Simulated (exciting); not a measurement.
# Core excitons at the F K edge of SF6

Wanted: the near-edge spectrum and the bound core excitons at the F K edge of SF6.

Main program and level: exciting sodium; X-ray absorption, core-level Bethe-Salpeter equation, exchange and statically screened direct term, Tamm-Dancoff, all-electron LAPW+lo LDA.

### Step 1. Set-up

The structure is cubic, space group Im-3m (No. 229). The conventional cell has a = 5.747 Å, b = 5.747 Å, c = 5.747 Å, α = 90.00°, β = 90.00°, γ = 90.00°. Nearest to S lie 6 F at 1.58 Å. Nearest to F lie 1 S at 1.58 Å. Farther neighbours and most contacts between anions are not listed.

Structure file:

```
S F
1.0
    -2.87350    2.87350    2.87350
     2.87350   -2.87350    2.87350
     2.87350    2.87350   -2.87350
S F
1 6
Cartesian
  0.0000 0.0000 0.0000
  0.0000 1.5768 0.0000
  0.0000 4.1702 0.0000
  4.1702 0.0000 0.0000
  1.5768 0.0000 0.0000
  0.0000 0.0000 1.5768
  0.0000 0.0000 4.1702
```

Differences between curves are given as r.m.s. difference over r.m.s. height.

### Step 2. The self-consistent potential

The species files are the program's own, with muffin-tin radii set in the input.

input.xml

```
<input>
  <title>SF6</title>
  <structure speciespath="." autormt="false" epslat="1.0e-5">
    <crystal>
      <basevect>-5.4301369682 5.4301369682 5.4301369682</basevect>
      <basevect>5.4301369682 -5.4301369682 5.4301369682</basevect>
      <basevect>5.4301369682 5.4301369682 -5.4301369682</basevect>
    </crystal>
    <species speciesfile="S.xml" rmt="1.445">
      <atom coord="0.0000000000 0.0000000000 0.0000000000"/>
    </species>
    <species speciesfile="F.xml" rmt="1.445">
      <atom coord="0.2743727900 0.0000000000 0.2743727900"/>
      <atom coord="0.7256272100 0.0000000000 0.7256272100"/>
      <atom coord="0.0000000000 0.7256272100 0.7256272100"/>
      <atom coord="0.0000000000 0.2743727900 0.2743727900"/>
      <atom coord="0.2743727900 0.2743727900 0.0000000000"/>
      <atom coord="0.7256272100 0.7256272100 0.0000000000"/>
    </species>
  </structure>
  <groundstate do="fromscratch" xctype="LDA_PW" ngridk="3 3 3" rgkmax="6.5" gmaxvr="14" nempty="8" swidth="0.001" maxscl="100" epsengy="1e-5"/>
</input>
```

On the command line:

```sh
OMP_NUM_THREADS=1 mpirun -n 2 exciting
```

Numbers of over 12 decimals in the logs are rounded to 6 here.

The log of the run:

```text
EXCITING SODIUM started
********************************************************************************
* Ground-state run starting from atomic densities                              *
********************************************************************************
+ Starting initialization                                                      +
[... lattice and species ...]
 Spin treatment                             :    spin-unpolarised
 Number of Bravais lattice symmetries       :      48
[...]
+ Self-consistent loop stopped                                                 +
 STATE.OUT is written
********************************************************************************
* Groundstate module stopped                                                   *
********************************************************************************
 Total time spent (seconds)                 :        68.00
- CAUTION! Warnings have been written in file WARNING.OUT !                    -
| EXCITING SODIUM stopped                                                      =
[key lines of the parts left out:]
Total energy                               :      -994.09265703
Fermi energy                               :        -0.01931617
```

Wall time 69 s (2 MPI ranks of Arm Neoverse V2, shared host).

The warnings file holds hints only, no warning.

The mesh shows a gap of 6.15 eV. Core levels (Dirac, from the valence top):

```
atom  level  energy (eV)
   S  1s1/2      -2395.7
   S  2s1/2       -208.2
   S  2p1/2       -154.8
   S  2p3/2       -153.6
   F  1s1/2       -648.2
```

### Step 3. A richer basis for the empty states

Each species file gets more local orbitals, built from u and its energy derivative at 0.15 Ha and u at 0.9 Ha.

input.xml is that of step 2.

SPECIES.xml, added lines

```
<lo l="L">  <!-- L = 0, 1, 2 -->
  <wf matchingOrder="0" trialEnergy="0.1500" searchE="false"/>
  <wf matchingOrder="1" trialEnergy="0.1500" searchE="false"/>
  <wf matchingOrder="0" trialEnergy="0.9000" searchE="false"/>
</lo>
```

On the command line:

```sh
OMP_NUM_THREADS=1 mpirun -n 2 exciting
```

The log of the run:

```text
EXCITING SODIUM started
********************************************************************************
* Ground-state run starting from atomic densities                              *
********************************************************************************
+ Starting initialization                                                      +
[... lattice and species ...]
 Spin treatment                             :    spin-unpolarised
 Number of Bravais lattice symmetries       :      48
[...]
+ Self-consistent loop stopped                                                 +
 STATE.OUT is written
********************************************************************************
* Groundstate module stopped                                                   *
********************************************************************************
 Total time spent (seconds)                 :        65.72
- CAUTION! Warnings have been written in file WARNING.OUT !                    -
| EXCITING SODIUM stopped                                                      =
[key lines of the parts left out:]
Total energy                               :      -994.09902107
Fermi energy                               :        -0.01770155
```

Elapsed: 68 s, on 2 MPI ranks.

Against the first ground state the total energy moves by -25 meV an atom and the gap by 0.02 eV.

### Step 4. Screening, kernels and BSE for F atom 2

The absorber has 1 S at 1.58 Å (terminal, site symmetry 4mm).

Changes to input.xml since step 3:

```diff
@@ -20,3 +20,20 @@
   </structure>
-  <groundstate do="fromscratch" xctype="LDA_PW" ngridk="3 3 3" rgkmax="6.5" gmaxvr="14" nempty="8" swidth="0.001" maxscl="100" epsengy="1e-5"/>
+  <groundstate do="skip" xctype="LDA_PW" ngridk="3 3 3" rgkmax="6.5" gmaxvr="14" nempty="8" swidth="0.001" maxscl="100" epsengy="1e-5"/>
+  <xs xstype="BSE" ngridk="3 3 3" ngridq="3 3 3" vkloff="0.097 0.273 0.493" rgkmax="6.5" nempty="37" gqmax="3" lmaxapwwf="5" lmaxemat="2" broad="0.01654" tevout="true">
+    <energywindow intv="23.600 25.217" points="439"/>
+    <screening screentype="full" nempty="62"/>
+    <BSE xas="true" xasspecies="2" xasatom="1" xasedge="K" bsetype="singlet" nstlxas="1 33"/>
+    <qpointset>
+      <qpoint>0 0 0</qpoint>
+    </qpointset>
+    <plan>
+      <doonly task="xsgeneigvec"/>
+      <doonly task="writepmatxs"/>
+      <doonly task="scrgeneigvec"/>
+      <doonly task="scrwritepmat"/>
+      <doonly task="screen"/>
+      <doonly task="scrcoulint"/>
+      <doonly task="exccoulint"/>
+    </plan>
+  </xs>
 </input>
```

input.xml for the last start (plan only)

```
  <plan>
    <doonly task="bse"/>
  </plan>
```

On the command line:

```sh
OMP_NUM_THREADS=1 mpirun -n 2 exciting
OMP_NUM_THREADS=2 exciting
```

The log of the run:

```text
| EXCITING SODIUM started for task xsgeneigvec ( 301)                          =
One-shot GS runs for BSE calculations
One-shot GS runs for k+qmt/2 grids
Info(xsgeneigvec): Generating eigenvectors for Q-point      1
Info(xsgeneigvec): Generation of eigenvectors finished
| EXCITING SODIUM started for task writepmatxs ( 320)                          =
Info(writepmatxs): Momentum matrix elements finished
| EXCITING SODIUM started for task scrgeneigvec ( 401)                         =
One-shot GS runs for BSE calculations
One-shot GS runs for k+qmt/2 grids
[...]
Info(setup_bse_block): Setting up RR part of hamiltonian
Info(setup_bse_block): Singlet spin state
Info(bse): Diagonalizing RR Hamiltonian (TDA)
Info(bse): Invoking Lapack routine ZHEEVR
      1782 eigen solutions found in the interval:
         i1=       1 i2=    1782
Info(bse): Writing excition energies and oscillator strengths to text file.
Info(makespectrum_dist): Making spectrum using formula for coupling with time reversed AR basis.
Info(makespectrum_dist): Using formalism for vanishing momentum transfer.
Info(writederived): Writing quantities derived from the macroscopic dielectric function.
Info(bselauncher): Spectrum finished for iqmt=  1
Info(bselauncher): All done for BSE type singlet
```

Run time: 16 min. Hardware: 2 MPI ranks.

Wall time by task: xsgeneigvec 31 s, writepmatxs 7.8 s, scrgeneigvec 34 s, scrwritepmat 6.5 s, screen 95 s, scrcoulint 3.9 min, exccoulint 9 min, bse 5.7 s.

The F K spectrum of F atom 2 (energy from the Kohn–Sham onset, core level to the lowest empty state found on the meshes used, 654.18 eV; the ground-state mesh sets it, and the shifted mesh has its lowest transition 0.18 eV above it; Im ε scaled to the maximum of the singlet run; cut below the end of the band set):

```
E (eV)  Im ε
  -9.0  0.02
  -8.5  0.03
  -8.0  0.04
  -7.5  0.06
  -7.0  0.11
  -6.5  0.24
  -6.0  0.67
  -5.5  0.86
  -5.0  0.31
  -4.5  0.14
  -4.0  0.08
  -3.5  0.06
  -3.0  0.05
  -2.5  0.05
  -2.0  0.06
  -1.5  0.09
  -1.0  0.16
  -0.5  0.34
   0.0  0.55
   0.5  0.43
   1.0  0.20
   1.5  0.17
   2.0  0.14
   2.5  0.20
   3.0  0.25
   3.5  0.22
   4.0  0.26
   4.5  0.28
   5.0  0.31
   5.5  0.41
   6.0  0.35
   6.5  0.18
   7.0  0.12
   7.5  0.11
   8.0  0.10
   8.5  0.09
   9.0  0.09
   9.5  0.09
  10.0  0.08
  10.5  0.10
  11.0  0.12
  11.5  0.11
  12.0  0.10
  12.5  0.09
  13.0  0.09
  13.5  0.09
  14.0  0.09
  14.5  0.09
  15.0  0.10
  15.5  0.11
  16.0  0.12
  16.5  0.12
  17.0  0.14
  17.5  0.15
  18.0  0.15
  18.5  0.15
  19.0  0.15
  19.5  0.15
  20.0  0.12
  20.5  0.09
```

Maxima (height): -5.7 eV (1.00), 0.1 eV (0.57), 2.8 eV (0.26), 5.6 eV (0.43) and 18.2 eV (0.15).

The Hamiltonian has 1782 rows. The lowest groups of eigenvalues and the brightest ones, on the scale above (the program counts from the shifted mesh's onset, 0.18 eV higher). Core spinors bring spin-forbidden partners, so dark means forbidden by spin or by symmetry, and the shifted mesh splits states that symmetry would keep together:

```
energy (eV)  states within 10 meV  relative strength
     -5.767                     1               dark
     -5.679                     1               1.00
     -1.220                     2             0.0081
     -1.032                     2             0.0039
     -0.952                     2             0.0049
     -0.896                     2             0.0027
     -0.231                     2               0.07
     -0.147                     2               0.10
      0.283                     2               0.37
      1.531                     2              0.066
      2.754                     2               0.06
      2.773                     2              0.071
```

### Step 5. Independent particles

Changes to input.xml since step 4:

```diff
@@ -24,3 +24,3 @@
     <screening screentype="full" nempty="62"/>
-    <BSE xas="true" xasspecies="2" xasatom="1" xasedge="K" bsetype="singlet" nstlxas="1 33"/>
+    <BSE xas="true" xasspecies="2" xasatom="1" xasedge="K" bsetype="IP" nstlxas="1 33"/>
     <qpointset>
@@ -29,9 +29,3 @@
     <plan>
-      <doonly task="xsgeneigvec"/>
-      <doonly task="writepmatxs"/>
-      <doonly task="scrgeneigvec"/>
-      <doonly task="scrwritepmat"/>
-      <doonly task="screen"/>
-      <doonly task="scrcoulint"/>
-      <doonly task="exccoulint"/>
+      <doonly task="bse"/>
     </plan>
```

On the command line:

```sh
OMP_NUM_THREADS=2 exciting
```

The log of the run:

```text
| EXCITING SODIUM started for task bse ( 445)                                  =
Info(bselauncher): Init time:    0.493059
Info(bselauncher): Setting up and diagonalizing BSE Hamiltonian.
Info(bselauncher): Using momentum transfer vectors from list :   1 to  1
Info(bselauncher): Distributing qmt-points over   1 processes.
Info(bselauncher): BSE type: IP
Info(bselauncher): Momentum transfer list index: iqmt=  1
Info(bselauncher): Momentum transfer: vqmtl=   0.000   0.000   0.000
Info(bse): Inspecting occupations...
Info(setranges_modxs): Number of non-reduced k-points:       27
[...]
highest unoccupied state:  57
  Opening gap with a scissor of:      0.000/H      0.000/eV
Info(select_transitions): Number of participating transitions:    1782
Info(bse): Selecting transitions...
Info(bse):bsegap (eV):   654.359535
Info(bse): IP requested, nothing much to do
Info(bse): Writing excition energies and oscillator strengths to text file.
Info(makespectrum_dist): Making spectrum using formula for coupling with time reversed AR basis.
Info(makespectrum_dist): Using formalism for vanishing momentum transfer.
Info(writederived): Writing quantities derived from the macroscopic dielectric function.
Info(bselauncher): Spectrum finished for iqmt=  1
Info(bselauncher): All done for BSE type IP
```

Wall time 1.5 s (2 threads).

Maxima (height): 0.8 eV (0.37), 5.6 eV (0.64), 10.8 eV (0.38), 17.6 eV (0.14) and 19.6 eV (0.15). Against the singlet run the r.m.s. difference is 84 %. The highest maximum lies at 5.6 eV (0.64), against -5.7 eV (1.00).

### Step 6. Exchange alone

Changes to input.xml since step 5:

```diff
@@ -24,3 +24,3 @@
     <screening screentype="full" nempty="62"/>
-    <BSE xas="true" xasspecies="2" xasatom="1" xasedge="K" bsetype="IP" nstlxas="1 33"/>
+    <BSE xas="true" xasspecies="2" xasatom="1" xasedge="K" bsetype="RPA" nstlxas="1 33"/>
     <qpointset>
```

On the command line:

```sh
OMP_NUM_THREADS=2 exciting
```

The log of the run:

```text
| EXCITING SODIUM started for task bse ( 445)                                  =
Info(bselauncher): Init time:    0.494395
Info(bselauncher): Setting up and diagonalizing BSE Hamiltonian.
Info(bselauncher): Using momentum transfer vectors from list :   1 to  1
Info(bselauncher): Distributing qmt-points over   1 processes.
Info(bselauncher): BSE type: RPA
Info(bselauncher): Momentum transfer list index: iqmt=  1
Info(bselauncher): Momentum transfer: vqmtl=   0.000   0.000   0.000
Info(bse): Inspecting occupations...
Info(setranges_modxs): Number of non-reduced k-points:       27
[...]
Info(setup_bse_block): Setting up RR part of hamiltonian
Info(setup_bse_block): Using RPA approximation
Info(bse): Diagonalizing RR Hamiltonian (TDA)
Info(bse): Invoking Lapack routine ZHEEVR
      1782 eigen solutions found in the interval:
         i1=       1 i2=    1782
Info(bse): Writing excition energies and oscillator strengths to text file.
Info(makespectrum_dist): Making spectrum using formula for coupling with time reversed AR basis.
Info(makespectrum_dist): Using formalism for vanishing momentum transfer.
Info(writederived): Writing quantities derived from the macroscopic dielectric function.
Info(bselauncher): Spectrum finished for iqmt=  1
Info(bselauncher): All done for BSE type RPA
```

Run time: 6 s. Hardware: 2 threads.

Maxima (height): 0.9 eV (0.36), 5.7 eV (0.64), 10.8 eV (0.38), 17.6 eV (0.14) and 19.6 eV (0.15). Against the independent-particle run the r.m.s. difference is 4 %.

### Step 7. Direct term alone

Changes to input.xml since step 6:

```diff
@@ -24,3 +24,3 @@
     <screening screentype="full" nempty="62"/>
-    <BSE xas="true" xasspecies="2" xasatom="1" xasedge="K" bsetype="RPA" nstlxas="1 33"/>
+    <BSE xas="true" xasspecies="2" xasatom="1" xasedge="K" bsetype="triplet" nstlxas="1 33"/>
     <qpointset>
```

On the command line:

```sh
OMP_NUM_THREADS=2 exciting
```

The log of the run:

```text
| EXCITING SODIUM started for task bse ( 445)                                  =
Info(bselauncher): Init time:    0.497181
Info(bselauncher): Setting up and diagonalizing BSE Hamiltonian.
Info(bselauncher): Using momentum transfer vectors from list :   1 to  1
Info(bselauncher): Distributing qmt-points over   1 processes.
Info(bselauncher): BSE type: triplet
Info(bselauncher): Momentum transfer list index: iqmt=  1
Info(bselauncher): Momentum transfer: vqmtl=   0.000   0.000   0.000
Info(bse): Inspecting occupations...
[...]
Info(setup_bse_block): Setting up RR part of hamiltonian
Info(setup_bse_block): Triplet spin state
Info(bse): Diagonalizing RR Hamiltonian (TDA)
Info(bse): Invoking Lapack routine ZHEEVR
      1782 eigen solutions found in the interval:
         i1=       1 i2=    1782
Info(bse): Writing excition energies and oscillator strengths to text file.
Info(makespectrum_dist): Making spectrum using formula for coupling with time reversed AR basis.
Info(makespectrum_dist): Using formalism for vanishing momentum transfer.
Info(writederived): Writing quantities derived from the macroscopic dielectric function.
Info(bselauncher): Spectrum finished for iqmt=  1
Info(bselauncher): All done for BSE type triplet
```

Elapsed: 6 s, on 2 threads.

Maxima (height): -5.8 eV (1.02), 0.1 eV (0.57), 2.8 eV (0.27), 5.6 eV (0.43) and 18.2 eV (0.15). Against the singlet run the r.m.s. difference is 9 %.

### Step 8. The levels of theory side by side

```
      level  curve passes 0.15 (eV)  highest maximum (eV)  its height
         IP                     0.1                   5.6        0.64
        RPA                     0.2                   5.7        0.64
direct only                    -6.8                  -5.8        1.02
    singlet                    -6.7                  -5.7        1.00
```

```
E (eV)    IP   RPA  direct only  singlet
  -9.0  0.00  0.00         0.02     0.02
  -8.0  0.00  0.00         0.04     0.04
  -7.0  0.00  0.00         0.12     0.11
  -6.0  0.00  0.00         0.80     0.67
  -5.0  0.01  0.01         0.27     0.31
  -4.0  0.01  0.01         0.07     0.08
  -3.0  0.01  0.01         0.05     0.05
  -2.0  0.02  0.02         0.06     0.06
  -1.0  0.03  0.03         0.17     0.16
   0.0  0.12  0.11         0.55     0.55
   1.0  0.35  0.35         0.20     0.20
   2.0  0.08  0.08         0.14     0.14
   3.0  0.06  0.05         0.25     0.25
   4.0  0.11  0.11         0.27     0.26
   5.0  0.40  0.37         0.31     0.31
   6.0  0.54  0.56         0.34     0.35
   7.0  0.25  0.26         0.12     0.12
   8.0  0.20  0.20         0.09     0.10
   9.0  0.19  0.19         0.09     0.09
  10.0  0.24  0.24         0.08     0.08
  11.0  0.37  0.37         0.11     0.12
  12.0  0.21  0.22         0.10     0.10
  13.0  0.19  0.20         0.09     0.09
  14.0  0.16  0.17         0.09     0.09
  15.0  0.15  0.15         0.10     0.10
  16.0  0.12  0.12         0.11     0.12
  17.0  0.14  0.14         0.14     0.14
  18.0  0.12  0.12         0.15     0.15
  19.0  0.14  0.14         0.15     0.15
  20.0  0.15  0.15         0.12     0.12
```

### Step 9. What came out

```yaml
absorber_and_edge: F K, atom 2
surroundings: 1 S at 1.58 Å (terminal, site symmetry 4mm)
first_bright_state: -5.68 eV from the Kohn–Sham onset, on this mesh
highest_maximum: -5.7 eV
cost_of_the_bse_run: 16 min on 2 MPI ranks of Arm Neoverse V2, shared host; the last task ran on as many threads
```

In words: Is a core exciton bound? Yes on this mesh: the first bright state (over 5 % of the brightest) lies at -5.68 eV from the Kohn–Sham onset and at -5.86 eV from the lowest bare transition of its own mesh; weaker or dark states reach down to -5.77 eV. Exchange alone changes the independent-particle spectrum by 4 % r.m.s. Leaving exchange out of the full kernel changes the spectrum by 9 % r.m.s. A mesh of 27 points doesn't converge binding energies, and fine structure above the first lines is partly noise of the mesh. The kernel cutoff is low for a compact core orbital, so the effect of exchange is a lower bound. The zero comes from the unshifted 3×3×3 ground-state mesh; it is exact only where the band minimum lies on that mesh. The Kohn–Sham onset, 654 eV, is no photon energy: the scale needs a rigid shift. Bands and screening come from semilocal DFT, whose small gap overscreens. Vibrations and energy-dependent lifetimes are left out. The structure is a Materials Project entry, computed there, and may be a hypothetical form.

[Banner, clock and machine lines of the logs are left out without a mark of their own.]

[Logs are printed without paths, hosts, clocks, repeated set-up lines and the standing remarks that a program may print on its own settings, such as how far it seeks lower states.]

[Hosts, paths, dates, database ids (printed as entryN), source tags and the programs' standing remarks are cut or masked in the printed files.]
